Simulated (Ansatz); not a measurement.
## C on Cu(111): change of the work function

Wanted: Δφ(θ) for C/Cu(111), starting from the fcc site.

Calculated with Ansatz 0.2.0; plane-wave DFT, PBE, Ansatz PAW.

## Step 1: The starting structure

The cell holds 4 atoms: 4 Cu. Cell: a = 2.553 Å, b = 2.553 Å, c = 24.253 Å, α = 90.0°, β = 90.0°, γ = 60.0°. Vacuum lies along c.

## Step 2: The clean slab

The bare slab comes first, as the zero from which every change is counted. The two lowest layers are held at bulk places and the upper ones relax. The dipole correction removes the false field that a one-sided slab makes across the periodic vacuum, so each face gets a flat vacuum level of its own.

The input, input.yaml:

```yaml
crystal:
  lattice:
    - [2.5526554801, 0.0, 0.0]
    - [1.27632774, 2.2106644929, 0.0]
    - [0.0, 0.0, 24.2527034153]
  atoms:
    - { symbol: Cu, position: [0.0, 0.0, 0.3710926508] }
    - { symbol: Cu, position: [0.3333333333, 0.3333333333, 0.4570308836] }
    - { symbol: Cu, position: [0.6666666667, 0.6666666667, 0.5429691164] }
    - { symbol: Cu, position: [0.0, 0.0, 0.6289073492] }
kpoints:
  mp_grid: { grid: [12, 12, 1] }
hamiltonian:
  xc: pbe
scf:
  occupations: { method: fermi_dirac, width: 0.1 }
  convergence: { dr2_threshold: 1.0e-08 }
efield:
  axis: 3
  dipole_correction: true
  ramp_position: 0.97
  ramp_width: 0.06
relax:
  f_tol: 0.02
  max_steps: 60
  constraints: [{ sites: [0, 1] }]
output:
  write_potential: true
  write_density: true
  volumetric_format: npy
```

Started as:

```bash
ansatz run input.yaml --threads 4 --pin off --max-ram 16384MiB --backend cpu --events-out ev --progress --plain --runs-dir out
```

Standard output:

```text
Engine: ansatz 0.2.0, aarch64-unknown-linux-gnu
Pseudopotentials: kind: paw
Pseudopotential: Cu, paw, valence charge 19, recommended cutoff 420 eV (normal), Cu.paw.azcp
Functional definition: PBE
  parameter kappa = 0.804
  parameter beta = 0.066725
  exchange = pbe_x(kappa = kappa, mu = beta*pi^2/3)
  correlation = pbe_c(beta = beta)
Crystal: 4 atoms, lattice volume = 136.860 Å³
Basis set: ecut = 420 eV, 2739 PW (Γ), exchange–correlation on 36×36×360 points (8 copies of the dense FFT grid, shifted against one another)
Bands: 46, of which v1, the nominal top of the filled ones, is band 38 counted from 1 (37 counted from 0)
Symmetry: 6 space group operations
k-points: 19 of 144 (time reversal used)
Non-local potential: Cu, projectors of the file, l = 0: 3, l = 1: 2, l = 2: 3, l = 3: 1
PAW form: soft (Blöchl's): semilocal exchange-correlation on the pseudo side does not see the compensation charge
PAW one-centre angular grid: Cu, 590 points (default); XC on 64 Gauss nodes
Initial density: superposition of atomic densities (neutral atoms: chi_scale 0, normalization atom), corrected by the library's trained network
Initial wavefunctions: pseudopotential atomic-orbital guess
Functional: x = pbe(κ = 0.804, μ = 0.219515), c = pbe(β = 0.066725)
SCF iter   1: F=—  HF=-26499.782585 eV  |F-HF|=—  |Δ(HF+E_count)|=         —  Δρ=1.47e-3  dr2=6.66e-3  ethr=1.77e-3  p=0.000 e·Å  D=5.28e-14 V/Å  ΔV_dip=-0.00 eV  dr2_dipole=2.85e-8  V_vac-E_F(+/−)=4.73/4.73 eV  ⟨swp⟩=8.5  Hψ=3842  notcnv=0  defer=14
efield: sawtooth ramp at fractional position 0.9700 (set: `efield.ramp_position`, or a place that a band, a saddle search or an elastic batch's reference lends), width 0.0600; the density the first Hamiltonian is built on has a dipole p = 0.000 e·Å; the dipole correction subtracts the counter field D = 5.28e-14 V/Å, which shifts the + side's vacuum level by -0.00 eV against the − side's; the planar-averaged density in the ramp window peaks in size at 4.1e-5 e/Å³
preconditioner: auto → LDOS  [insulator: Δε(μ)=0.354 eV  Ē_g=8.430 eV  σ=0.100 eV  W_gap=0.62  n_scr=18 (ndim 8)  ℏωp=21.1 eV  f_vac=0.614  D(μ)=1.13/eV (n_scr^D=8)  ε∞_Penn≈7.2  β→1.0]
SCF iter   2: F=—  HF=-26499.789730 eV  |F-HF|=—  |Δ(HF+E_count)|=   7.15e-3  Δρ=2.64e-3  dr2=1.12e-2  ethr=8.77e-6  p=0.000 e·Å  D=7.48e-6 V/Å  ΔV_dip=-0.00 eV  dr2_dipole=6.78e-8  V_vac-E_F(+/−)=4.82/4.82 eV  ⟨swp⟩=2.9  Hψ=2151  notcnv=0  defer=27
SCF iter   3: F=—  HF=-26499.788157 eV  |F-HF|=—  |Δ(HF+E_count)|=   1.57e-3  Δρ=2.15e-3  dr2=3.58e-3  ethr=8.77e-6  p=-0.000 e·Å  D=-6.60e-6 V/Å  ΔV_dip=0.00 eV  dr2_dipole=3.87e-9  V_vac-E_F(+/−)=4.78/4.78 eV  ⟨swp⟩=2.0  Hψ=1532  notcnv=0  defer=27
SCF iter   4: F=—  HF=-26499.787332 eV  |F-HF|=—  |Δ(HF+E_count)|=   8.24e-4  Δρ=2.43e-4  dr2=1.31e-4  ethr=4.72e-6  p=-0.000 e·Å  D=-1.36e-6 V/Å  ΔV_dip=0.00 eV  dr2_dipole=1.44e-9  V_vac-E_F(+/−)=4.77/4.77 eV  ⟨swp⟩=2.0  Hψ=1282  notcnv=0  defer=27
SCF iter   5: F=—  HF=-26499.787315 eV  |F-HF|=—  |Δ(HF+E_count)|=   1.71e-5  Δρ=1.75e-4  dr2=3.18e-5  ethr=1.73e-7  p=-0.000 e·Å  D=-7.63e-8 V/Å  ΔV_dip=0.00 eV  dr2_dipole=4.91e-13  V_vac-E_F(+/−)=4.78/4.78 eV  ⟨swp⟩=2.1  Hψ=1339  notcnv=0  defer=27
SCF iter   6: F=—  HF=-26499.787332 eV  |F-HF|=—  |Δ(HF+E_count)|=   1.71e-5  Δρ=1.60e-4  dr2=2.49e-5  ethr=4.18e-8  p=0.000 e·Å  D=1.03e-7 V/Å  ΔV_dip=-0.00 eV  dr2_dipole=2.58e-12  V_vac-E_F(+/−)=4.78/4.78 eV  ⟨swp⟩=2.3  Hψ=1426  notcnv=0  defer=27
SCF iter   7: F=—  HF=-26499.787333 eV  |F-HF|=—  |Δ(HF+E_count)|=   5.61e-7  Δρ=5.82e-5  dr2=3.29e-6  ethr=3.27e-8  p=0.000 e·Å  D=6.31e-8 V/Å  ΔV_dip=-0.00 eV  dr2_dipole=1.99e-12  V_vac-E_F(+/−)=4.78/4.78 eV  ⟨swp⟩=2.3  Hψ=1131  notcnv=0  defer=27
SCF iter   8: F=—  HF=-26499.787328 eV  |F-HF|=—  |Δ(HF+E_count)|=   4.62e-6  Δρ=1.25e-5  dr2=1.97e-7  ethr=4.33e-9  p=-0.000 e·Å  D=-1.65e-8 V/Å  ΔV_dip=0.00 eV  dr2_dipole=1.97e-13  V_vac-E_F(+/−)=4.78/4.78 eV  ⟨swp⟩=2.1  Hψ=1227  notcnv=0  defer=27
SCF iter   9: F=-26499.787329 eV  HF=-26499.787329 eV  |F-HF|=4.40e-9  |Δ(HF+E_count)|=   1.91e-7  Δρ=2.14e-6  dr2=4.91e-9  ethr=1.32e-11  p=0.000 e·Å  D=1.41e-7 V/Å  ΔV_dip=-0.00 eV  dr2_dipole=3.27e-12  V_vac-E_F(+/−)=4.79/4.79 eV  ⟨swp⟩=8.3  Hψ=6785  notcnv=0
SCF 1 converged in 9 iterations: F = -26499.787329 eV  dr2 = 4.91e-9
  greatest PAW one-centre occupation: 1.000 electrons in one spin orbital (limit 2), on the Cu atom at site 3 (counted from 0), in its partial waves of l = 0
relax step   1: F+E_penalty+E_count = -26499.78732861 eV  Δ(F+E_penalty+E_count) = +0.000e0 eV  max|allowed force component| = 1.263e-2 eV/Å  Δτ_max = 0.0000 Å  (9 SCF iters, accepted)
NSCF: frozen V_eff on 19 k-points
the band table was solved once a step of the walk had ended and its energy, with any forces and stress, was formed, with the checks that follow a solve (4566 applications of the Hamiltonian). They found nothing against the state; the energy, forces and stress were not computed again (output.eigenvalues in the input reference)
WARN: The input density's exchange-correlation potential varies sharply where the density is thin. Do not read a vacuum level from v_tot or v_xc, or from such a field of the output density. On a cell that repeats whose density bears no net charge and no dipole along the vacuum's axis use v_es (v_loc + v_h of the components); under efield.dipole_correction with no amplitude use v_es + v_field, which holds any external [...]
SCF converged after 9 iterations
Free energy (F): -26499.787329 eV
Harris-Foulkes:  -26499.787329 eV  (|F-HF|=4.40e-9)
Internal energy: -26499.748950 eV  (E = F + TS)
E sigma→0 (E₀):  -26499.768139 eV
Entropy (-TS):   -0.038378 eV (-9.595 meV/atom)
Fermi energy:    2.702448 eV
Dipole field:    D = -0.000003 V/Å  (p = -0.000002 e·Å, saw-weighted, corrected)
Work function:   Φ+ = 4.7859 eV   Φ− = 4.7858 eV
Levels:          The Fermi level and band energies are counted from a zero that moves with the ramp; work functions are not
--- Per-component energies (eV) ---
  E_band       = -2495.104472
  E_kinetic    = 1198.592197
  E_local      = -181627.940557  (includes V_loc(G=0)·N_el)
  E_nonlocal   = 1563.718188
  E_hartree    = 89322.477451
  E_xc         = -355.976174
  E_vxc        = -459.154348  (∫ρ·V_xc dr)
  E_paw        = -6655.772125  (= ΣΔE_a)
  E_vpaw       = -1815.295425  (= ΣTr[D̂ρ^β])
  E_aug_tail   = 0.001085  (compensation charges beyond the density's cutoff)
  E_efield     = 0.000000  (sawtooth field / dipole correction)
  E_vefield    = 0.000000  (∫n·V_field dr)
  E_ewald      = 70055.150985
  E_smearing   = -0.038378  (= −TS)
  E_closure    = -0.000000  (closes the sum)
  Σ components = -26499.787329   (vs F -26499.787329, Δ=0.00e0)
--- Forces (eV/Å), atoms counted from 1 ---
  atom   1  Cu     0.00000000     0.00000000     0.01262860
  atom   2  Cu     0.00000000     0.00000000     0.00864278
  atom   3  Cu    -0.00000000     0.00000000    -0.00864300
  atom   4  Cu    -0.00000000    -0.00000000    -0.01263042
  max |Σ_I F_I| component: 2.04e-6 eV/Å
--- Band table (eV; the first three rows and the last of 19) ---
  k-point 0: bands = [... 34 lower, 0.7015, 0.9883, 0.9883, 1.1278, 1.1278, 1.4792, 2.4508, 6.9317, ... 4 higher]
  k-point 1: bands = [... 34 lower, 0.7069, 0.7722, 0.9591, 0.9858, 1.1309, 1.9111, 3.0010, 7.1104, ... 4 higher]
  k-point 2: bands = [... 34 lower, 0.6428, 0.7099, 0.9780, 1.1384, 1.2113, 2.6414, 4.1277, 7.6456, ... 4 higher]
  k-point 18: bands = [... 34 lower, 1.0442, 1.0505, 6.1270, 6.3749, 6.3749, 7.1516, 7.1516, 7.9011, ... 4 higher]
--- Relaxed structure (1 steps of the walk, 1 accepted, 0 SCFs on fresh bases) ---
  F+E_penalty+E_count = -26499.78732861 eV   max|allowed force component| = 1.263e-2 eV/Å
  atoms:
    - { symbol: Cu, position: [0.0, 0.0, 0.3710926508] }
    - { symbol: Cu, position: [0.333333, 0.333333, 0.4570308836] }
    - { symbol: Cu, position: [0.666667, 0.666667, 0.5429691164] }
    - { symbol: Cu, position: [0.0, 0.0, 0.6289073492] }
```

Wall time 6.4 s (4 threads of Arm Neoverse V1, shared host); peak memory 0.47 GiB.

Reading the cycles: dr2 is the Hartree energy of the density residual (eV), the measure of convergence; HF is the Harris–Foulkes estimate of the energy, which meets the free energy F at convergence.

Hardly anything moved in the relaxation; the energy changed by under 0.2 meV an atom.

This step gave:

```
energy at zero smearing   : -26499.7681 eV
work function, upper face : 4.786 eV
dipole along the normal   : -2.12e-6 e·Å
```

Running mean over 2.084 Å of the planar mean; the ramp of the sawtooth is left out. The electron's electrostatic potential energy less the Fermi level by z:

```csv
z (Å),electron's electrostatic potential energy less the Fermi level (eV)
3,4.79
4,4.79
5,4.78
6,4.73
7,4.11
8,-2.75
9,-8.54
10,-8.78
11,-8.83
12,-8.81
13,-8.82
14,-8.79
15,-8.69
16,-5.25
17,3.41
18,4.68
19,4.78
20,4.79
21,4.79
```

The work function of the upper face is 4.79 eV.

(Part 1 of 4 ends here.)

[Long decimals in the printed logs are rounded to 6 places.]

[Logs are printed without paths, hosts, clocks, repeated set-up lines and the standing remarks that a program may print on its own settings, such as how far it seeks lower states.]

[Hosts, paths, dates, database ids (printed as entryN), source tags and the programs' standing remarks are cut or masked in the printed files.]

[Maps of the electrostatic potential energy from Ansatz leave out the sawtooth potential of an applied field or a dipole correction, so their vacuum need not be flat; planar profiles and work functions include it.]
